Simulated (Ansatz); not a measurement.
## Pt(111) with 4 thermally displaced layers, 2x2: scattering by thermal displacements

Aim: the resistivity of Pt at 180 K from frozen thermal displacements between perfect leads.

Method: Ansatz plane-wave DFT, PBE, PAW files; ballistic transport by layer matching (Landauer), zero bias; PAW set soft_1, in Ansatz 0.2.0.

Most raw output is cut from this account.

**1. Set-up**

The cell holds 40 atoms: 40 Pt. Its edges and angles: a = 5.546 Å, b = 5.546 Å, c = 22.699 Å, α = 93.5°, β = 86.5°, γ = 120.0°. It derives from Pt. Regions: lead, 24 atoms (24 Pt); scattering region, 16 atoms (16 Pt). The structure is stacked along c, and the current runs across the ab planes.

**2. With 4 displaced layers**

Each atom of 4 layers is moved at random, by amounts drawn from a normal law 0.0494 Å wide in each direction from the Debye model (240 K) at 180 K. The layers about the cell's end stay perfect and serve as the lead. Disorder leaves little or no symmetry, which makes such runs dear. Energies from -0.05 to 0.05 eV in steps of 0.05 eV are too few for the program's thermal sum, so it prints no conductance; for a metal the transmission near the Fermi level serves, at a fraction of the cost.

input.yaml

```yaml
crystal:
  lattice:
    - [5.5462627489, 0.0, 0.0]
    - [-2.7731313745, 4.8032044366, 0.0]
    - [1.3865656872, -0.8005340728, 22.6425228571]
  atoms:
    - { symbol: Pt, position: [0.9916666667, 0.0083333333, 0.05] }
    - { symbol: Pt, position: [0.9916666667, 0.5083333333, 0.05] }
    - { symbol: Pt, position: [0.4916666667, 0.0083333333, 0.05] }
    - { symbol: Pt, position: [0.4916666667, 0.5083333333, 0.05] }
    - { symbol: Pt, position: [0.1416666667, 0.3583333333, 0.15] }
    - { symbol: Pt, position: [0.1416666667, 0.8583333333, 0.15] }
    - { symbol: Pt, position: [0.6416666667, 0.3583333333, 0.15] }
    - { symbol: Pt, position: [0.6416666667, 0.8583333333, 0.15] }
[... 28 atom lines left out ...]
    - { symbol: Pt, position: [0.8416666667, 0.1583333333, 0.95] }
    - { symbol: Pt, position: [0.8416666667, 0.6583333333, 0.95] }
    - { symbol: Pt, position: [0.3416666667, 0.1583333333, 0.95] }
    - { symbol: Pt, position: [0.3416666667, 0.6583333333, 0.95] }
kpoints:
  mp_grid: { grid: [5, 5, 1] }
hamiltonian:
  xc: pbe
  pseudopotentials: { kind: paw, azcp: { folder: soft_1 } }
scf:
  occupations: { method: fermi_dirac, width: 0.1 }
output:
  transmission:
    leads: [[0, 4]]
    kmesh: [10, 10]
    e_range: [-0.05, 0.05]
    de: 0.05
  write_potential: true
  write_density: true
  volumetric_format: npy
  elf: true
```

Launch:

```bash
$ ansatz run input.yaml --threads 4 --pin off --max-ram 15360MiB --backend cpu --events-out ev --progress --plain --runs-dir out
```

It took 5.2 min on 4 threads of AMD EPYC 9R14 (Zen 4), shared host; peak memory 5.7 GiB; 19 min of CPU time.

This step gave:

| Item | Value |
| --- | --- |
| free energy | -500987.8472 eV |
| energy at zero smearing | -500986.7313 eV |
| Fermi energy | 23.43 eV |
| cell area | 26.64 Å² |
| transmission per spin nearest the Fermi level | 6.140 |
| open channels per spin nearest the Fermi level | 6.89 |
| step of the lead's potential | 8.1 meV |

Per spin. Transmission, zone mean against energy, zero at the Fermi level:

| energy (eV) | transmission, zone mean |
| --- | --- |
| -0.0500 | 6.31 |
| 0.0000 | 6.14 |
| 0.0500 | 5.76 |

Per spin. The open channels, zone mean, lead by energy, zero at the Fermi level:

| energy (eV) | open channels, zone mean, lead |
| --- | --- |
| -0.0500 | 7.16 |
| 0.0000 | 6.89 |
| 0.0500 | 6.21 |

Transmission over k1 and k2. At 0.0000 eV from the Fermi level.

Values, 10 rows by 10 columns:
```
8.77 7.71 5.81 5.75 5.84 7.63 8.66 3.88 2.98 3.80
4.67 5.82 7.68 6.37 6.38 7.58 5.75 4.60 2.98 2.97
4.79 5.83 6.31 8.07 3.80 8.05 6.32 5.76 4.75 3.87
8.73 5.82 6.38 3.69 6.95 6.96 3.51 6.45 5.73 8.84
8.06 7.67 7.61 7.75 6.83 4.09 6.83 7.75 7.61 7.67
8.73 8.84 5.73 6.45 3.51 6.96 6.95 3.69 6.38 5.82
4.79 3.87 4.75 5.76 6.32 8.05 3.80 8.07 6.31 5.83
4.67 2.97 2.98 4.60 5.75 7.58 6.38 6.37 7.68 5.82
8.77 3.80 2.98 3.88 8.66 7.63 5.84 5.75 5.81 7.71
8.03 8.85 4.66 4.76 8.56 7.99 8.56 4.76 4.66 8.85
```
Columns: k1 (b1) from -0.5 to 0.4; rows upwards: k2 (b2) from -0.5 to 0.4.

Open channels over k1 and k2. At 0.0000 eV from the Fermi level.

Values, 10 rows by 10 columns:
```
10.0  8.0  6.0  6.0  6.0  8.0 10.0  4.0  3.0  4.0
 6.0  6.0  8.0  7.0  7.0  8.0  6.0  6.0  3.0  3.0
 6.0  6.0  7.0  9.0  4.0  9.0  7.0  6.0  6.0  4.0
10.0  6.0  7.0  4.0  9.0  9.0  4.0  7.0  6.0 10.0
10.0  8.0  8.0  9.0  9.0  5.0  9.0  9.0  8.0  8.0
10.0 10.0  6.0  7.0  4.0  9.0  9.0  4.0  7.0  6.0
 6.0  4.0  6.0  6.0  7.0  9.0  4.0  9.0  7.0  6.0
 6.0  3.0  3.0  6.0  6.0  8.0  7.0  7.0  8.0  6.0
10.0  4.0  3.0  4.0 10.0  8.0  6.0  6.0  6.0  8.0
10.0 10.0  6.0  6.0 10.0 10.0 10.0  6.0  6.0 10.0
```
Columns: k1 (b1) from -0.5 to 0.4; rows upwards: k2 (b2) from -0.5 to 0.4.

Electrostatic potential energy in the ca plane at fractional y = 0.045, with atoms of Pt within 0.2 Å of it. With pseudopotentials it is smooth inside the atoms' cores, unlike the true potential.

Ten even steps from '0' (-43 eV) to '9' (26 eV), each cell a mean:
```
99999999998200048999999999999731158986579999
99999999998400059999999999999610027999999999
78999877899732479988999999999720038999999999
66899755799987899865789998999853368987789999
77899755799999999742479987899988889853368999
88999877899988899843479987899999999830037999
99999999999632589976789998999988899830027999
99999999997200169999999999999853369963358999
99999999997200059999999999999620038998889999
88999988998410269998999999999610027999999999
77899866899854689865689999999841148999999999
66899745799998999742379988999986689975579999
88899866799998999741369987899999999841148999
99999988999855799864579988899999999730027999
99999999998410269998899999999976789851138999
```
Columns run along c (16.0 Å, from fractional 0.15 to 0.85 of the cell; values clipped at the 3rd and 97th percentile), rows up along a (5.5 Å). Atoms in or near the plane, at fractional coordinates: Pt at (0.35, 0.95), Pt at (0.35, 0.43).

Valence density in the ca plane at fractional y = 0.045, with atoms of Pt within 0.2 Å of it. It is the smooth field of the valence electrons, not physical close to the nuclei.

Ten even steps from '0' (0 e/Å³) to '9' (11 e/Å³), each cell a mean:
```
00000000000389620000000000000035410001100000
00000000000268510000000000000158730000000000
00000000000023200000000000000047620000000000
00000011000000000011000000000013210000000000
00000011000000000023100000000000000013310000
00000000000000000012100000000000000026630000
00000000000133100001000000000000000025630000
00000000000378510000000000000013210012310000
00000000000389610000000000000047620000000000
00000000000256410000000000000048730000000000
00000011000011100001100000000024410000000000
00000011000000000023200000000001100001100000
00000011000000000024210000000000000024420000
00000000000011000012100000000000000036630000
00000000000156310000000000000001000014420000
```
Columns run along c (16.0 Å, from fractional 0.15 to 0.85 of the cell), rows up along a (5.5 Å). Atoms in or near the plane, at fractional coordinates: Pt at (0.35, 0.95), Pt at (0.35, 0.43).

ELF in the ca plane at fractional y = 0.045, with atoms of Pt within 0.2 Å of it. It is the smooth field of the valence electrons, not physical close to the nuclei.

Ten even steps from '0' (0.14) to '9' (0.59), each cell a mean:
```
22100122223799962222100022222489863235642122
22111122223799962222100012222599983222221112
43222344222478742223210122222499973222210012
54322466422234322356522223322368753223421112
44322466521222222478642233321134322357863222
33212344322233322477642223321122222389984222
22100122222588632245422223221133322379984222
22000122223899952222210122222378743347863222
22100122223899952222100012222489974223431122
33211233223699852222210122222499984222210012
44322355322356532345531123222379863222221012
54323467521223222478743223321245432345642122
33222355421233222488753223321122222378973222
22211233222466432257642223321122222489984222
22100122223799852223321122221245432368974222
```
Columns run along c (16.0 Å, from fractional 0.15 to 0.85 of the cell), rows up along a (5.5 Å). Atoms in or near the plane, at fractional coordinates: Pt at (0.35, 0.95), Pt at (0.35, 0.43).

Over the solved energies the transmission per spin lies between 5.76 and 6.31, out of 6.75 channels of the lead on average (up to 7.16).

**3. With 8 displaced layers**

Each atom of 8 layers is moved at random, by amounts drawn from a normal law 0.0494 Å wide in each direction from the Debye model (240 K) at 180 K. A fresh draw is used; the growth of the resistance with length is what counts.

System of this step: Pt(111) with 8 thermally displaced layers, 2x2. The cell holds 56 atoms: 56 Pt. Its edges and angles: a = 5.546 Å, b = 5.546 Å, c = 31.740 Å, α = 87.5°, β = 92.5°, γ = 120.0°. It derives from Pt. Regions: lead, 24 atoms (24 Pt); scattering region, 32 atoms (32 Pt). The structure is stacked along c, and the current runs across the ab planes.

input.yaml

```yaml
crystal:
  lattice:
    - [5.5462627489, 0.0, 0.0]
    - [-2.7731313745, 4.8032044366, 0.0]
    - [-1.3865656872, 0.8005340728, 31.6995319999]
  atoms:
    - { symbol: Pt, position: [0.005952381, 0.994047619, 0.0357142857] }
    - { symbol: Pt, position: [0.005952381, 0.494047619, 0.0357142857] }
    - { symbol: Pt, position: [0.505952381, 0.994047619, 0.0357142857] }
    - { symbol: Pt, position: [0.505952381, 0.494047619, 0.0357142857] }
    - { symbol: Pt, position: [0.1845238095, 0.3154761905, 0.1071428571] }
    - { symbol: Pt, position: [0.1845238095, 0.8154761905, 0.1071428571] }
    - { symbol: Pt, position: [0.6845238095, 0.3154761905, 0.1071428571] }
    - { symbol: Pt, position: [0.6845238095, 0.8154761905, 0.1071428571] }
[... 44 atom lines left out ...]
    - { symbol: Pt, position: [0.3273809524, 0.1726190476, 0.9642857143] }
    - { symbol: Pt, position: [0.3273809524, 0.6726190476, 0.9642857143] }
    - { symbol: Pt, position: [0.8273809524, 0.1726190476, 0.9642857143] }
    - { symbol: Pt, position: [0.8273809524, 0.6726190476, 0.9642857143] }
kpoints:
  mp_grid: { grid: [5, 5, 1] }
hamiltonian:
  xc: pbe
  pseudopotentials: { kind: paw, azcp: { folder: soft_1 } }
scf:
  occupations: { method: fermi_dirac, width: 0.1 }
output:
  transmission:
    leads: [[0, 4]]
    kmesh: [10, 10]
    e_range: [-0.05, 0.05]
    de: 0.05
  write_potential: true
  write_density: true
  volumetric_format: npy
```

The job ended after 8.9 min (4 threads; peak memory 9.7 GiB; 33 min of CPU time).

This step gave:

```
free energy                                   : -701382.4871 eV
energy at zero smearing                       : -701380.9347 eV
transmission per spin nearest the Fermi level : 5.548
step of the lead's potential                  : 3.6 meV
```

Per spin. The transmission, zone mean by energy, zero at the Fermi level:

| energy (eV) | transmission, zone mean |
| --- | --- |
| -0.0500 | 5.78 |
| 0.0000 | 5.55 |
| 0.0500 | 5.25 |

Over the solved energies the transmission per spin lies between 5.25 and 5.78, out of 6.75 channels of the lead on average (up to 7.16).

**4. With 12 displaced layers**

Each atom of 12 layers is moved at random, by amounts drawn from a normal law 0.0494 Å wide in each direction from the Debye model (240 K) at 180 K. A fresh draw is used; the growth of the resistance with length is what counts.

System of this step: Pt(111) with 12 thermally displaced layers, 2x2. The cell holds 72 atoms: 72 Pt. Its edges and angles: a = 5.546 Å, b = 5.546 Å, c = 40.757 Å, α = 90.0°, β = 90.0°, γ = 120.0°. It derives from Pt. Regions: lead, 24 atoms (24 Pt); scattering region, 48 atoms (48 Pt). The structure is stacked along c, and the current runs across the ab planes.

input.yaml

```yaml
crystal:
  lattice:
    - [5.5462627489, 0.0, 0.0]
    - [-2.7731313745, 4.8032044366, 0.0]
    - [0.0, 0.0, 40.7565411427]
  atoms:
    - { symbol: Pt, position: [0.0, 0.0, 0.0277777778] }
    - { symbol: Pt, position: [0.0, 0.5, 0.0277777778] }
    - { symbol: Pt, position: [0.5, 0.0, 0.0277777778] }
    - { symbol: Pt, position: [0.5, 0.5, 0.0277777778] }
    - { symbol: Pt, position: [0.1666666667, 0.3333333333, 0.0833333333] }
    - { symbol: Pt, position: [0.1666666667, 0.8333333333, 0.0833333333] }
    - { symbol: Pt, position: [0.6666666667, 0.3333333333, 0.0833333333] }
    - { symbol: Pt, position: [0.6666666667, 0.8333333333, 0.0833333333] }
[... 60 atom lines left out ...]
    - { symbol: Pt, position: [0.3333333333, 0.1666666667, 0.9722222222] }
    - { symbol: Pt, position: [0.3333333333, 0.6666666667, 0.9722222222] }
    - { symbol: Pt, position: [0.8333333333, 0.1666666667, 0.9722222222] }
    - { symbol: Pt, position: [0.8333333333, 0.6666666667, 0.9722222222] }
kpoints:
  mp_grid: { grid: [5, 5, 1] }
hamiltonian:
  xc: pbe
  pseudopotentials: { kind: paw, azcp: { folder: soft_1 } }
scf:
  occupations: { method: fermi_dirac, width: 0.1 }
output:
  transmission:
    leads: [[0, 4]]
    kmesh: [10, 10]
    e_range: [-0.05, 0.05]
    de: 0.05
  write_potential: true
  write_density: true
  volumetric_format: npy
```

It took 16 min on 4 threads; peak memory 8.5 GiB; 58 min of CPU time.

Numbers from this step:

```
free energy                                   : -901776.7477 eV
energy at zero smearing                       : -901774.7310 eV
transmission per spin nearest the Fermi level : 4.850
step of the lead's potential                  : 10.1 meV
```

Per spin. The transmission, zone mean by energy, zero at the Fermi level:

| energy (eV) | transmission, zone mean |
| --- | --- |
| -0.0500 | 5.00 |
| 0.0000 | 4.85 |
| 0.0500 | 4.74 |

Over the solved energies the transmission per spin lies between 4.74 and 5.00, out of 6.71 channels of the lead on average (up to 7.04).

**5. The fit**

This step: Ansatz plane-wave DFT, PBE, PAW files; ballistic transport by layer matching (Landauer), zero bias; resistivity from the slope of the area resistance; PAW set soft_1 (Ansatz 0.2.0).

Numbers from this step:

```yaml
resistivity: 7.607 µΩ cm
intercept: -0.01599 fΩ m²
scatter_about_the_fit: 0.006167 fΩ m²
```

Resistance, by row:

| run | length (Å) | T | channels N | RA (fΩ m²) |
| --- | --- | --- | --- | --- |
| n4 | 9.057 | 6.071 | 6.753 | 0.05727 |
| n8 | 18.11 | 5.526 | 6.753 | 0.1131 |
| n12 | 27.17 | 4.862 | 6.713 | 0.1951 |

The area resistance by length of the displaced region:

| length of the displaced region (Å) | area resistance (fΩ m²) |
| --- | --- |
| 9.06 | 0.0573 |
| 18.11 | 0.113 |
| 27.17 | 0.195 |

The area resistance goes from 0.057 to 0.20 fΩ m² between 9.1 and 27.2 Å, a slope of 7.6 µΩ cm.

By hand from the end points: (0.1951 − 0.05727) fΩ m² / (27.17 − 9.06) Å = 7.6 µΩ cm, since 1 fΩ m² per Å is 1000 µΩ cm.

**6. Summary of results**

- resistivity from the slope: 7.61 µΩ cm
- area resistance over 9.06 Å: 0.0573 fΩ m²
- area resistance over 18.1 Å: 0.113 fΩ m²
- area resistance over 27.2 Å: 0.195 fΩ m²

The slope gives 7.6 µΩ cm. The points scatter by 0.0062 fΩ m² about the line, with one random draw a length in a 2x2 cell, so the slope is a rough value. The mean square of the displacements drawn is 0.78, 0.91 and 1.0 of the nominal one at the three lengths; with each resistance scaled back by that, the slope is 6.5 µΩ cm, the value used below. Read with a model of isotropic scattering on a spherical Fermi surface and the lead's 2.0×10¹⁵ S/m², this slope means a mean free path near 65 Å; over these lengths the model's slope is 1.09 times its bulk resistivity, which would be 5.9 µΩ cm. Uncorrelated displacements put too much weight on short waves, which scatter strongly; with the sideways repeat of a small cell, one draw and three short lengths, the method is good to a factor of two or three. Spin-orbit coupling is left out, which matters for Pt.

[Logs are printed without paths, hosts, clocks, repeated set-up lines and the standing remarks that a program may print on its own settings, such as how far it seeks lower states.]

[Hosts, paths, dates, database ids (printed as entryN), source tags and the programs' standing remarks are cut or masked in the printed files.]
